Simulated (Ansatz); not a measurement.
# YbTl3: which shell does photoemission see at 21.2 and 150 eV? (LDA)

The valence band of YbTl3 mixes several shells. Work out by hand which one leads the spectrum's area at each photon energy.

Filled states come from the projected DOS of Ansatz 0.2.0 (LDA+U, plane waves); cross sections σ and asymmetry parameters β are those of free atoms in a Dirac–Hartree–Slater calculation. A shell's area is states × σ × angular factor, which is 1 + β·P₂(cos θ) for linear light, with θ = 0° from the polarisation and P₂ = 1.000.

**At 21.2 eV** (states counted from 10.3 eV below the zero; other shells add 0.053 to the products' sum of 19.5):

```
shell  filled states a cell  cross section (Mb an electron)     β  angular factor  product  share by hand (%)  share in the simulated spectrum (%)
Tl 6s                  3.68                           0.209  0.85            1.85     1.43                  7                                    7
Tl 6p                  4.85                           0.603  1.89            2.89     8.45                 43                                   43
Tl 5d                  0.31                               0  0.00            1.00        0                  0                                    0
Yb 5d                  1.78                            1.91  0.59            1.59     5.41                 28                                   28
Yb 4f                 13.94                           0.111  1.71            2.71     4.17                 21                                   21
```

**At 150 eV** (states counted from 24.6 eV below the zero; other shells add 0.17 to the products' sum of 13.8):

```
shell  filled states a cell  cross section (Mb an electron)      β  angular factor  product  share by hand (%)  share in the simulated spectrum (%)
Tl 6s                  3.82                         0.00871   1.37            2.37   0.0789                  1                                    1
Tl 6p                  5.15                         0.00399  -0.01            0.99   0.0204                  0                                    0
Tl 5d                 29.81                           0.042   1.91            2.91     3.65                 26                                   26
Yb 5d                  1.93                          0.0028   1.10            2.10   0.0113                  0                                    0
Yb 4f                 13.95                           0.526   0.35            1.35     9.91                 72                                   72
```

Tl 6p leads at 21.2 eV and Yb 4f at 150 eV. Between the two energies σ of Tl 6p changes by a factor 0.0066 and that of Yb 4f by 4.8, so their ratio moves 718-fold in favour of the second. The simulated spectrum uses the same rule on the energy-resolved DOS, so the two share columns agree within a few points.

The angular factor decides the lead at one of the energies. Only crystals where the two columns agree within 4 points and the lead is clear are worked in this form. Free-atom cross sections ignore the solid's final states, no escape depth or background enters, and the count of states a shell hangs on the projection.

[Logs are printed without paths, hosts, clocks, repeated set-up lines and the standing remarks that a program may print on its own settings, such as how far it seeks lower states.]
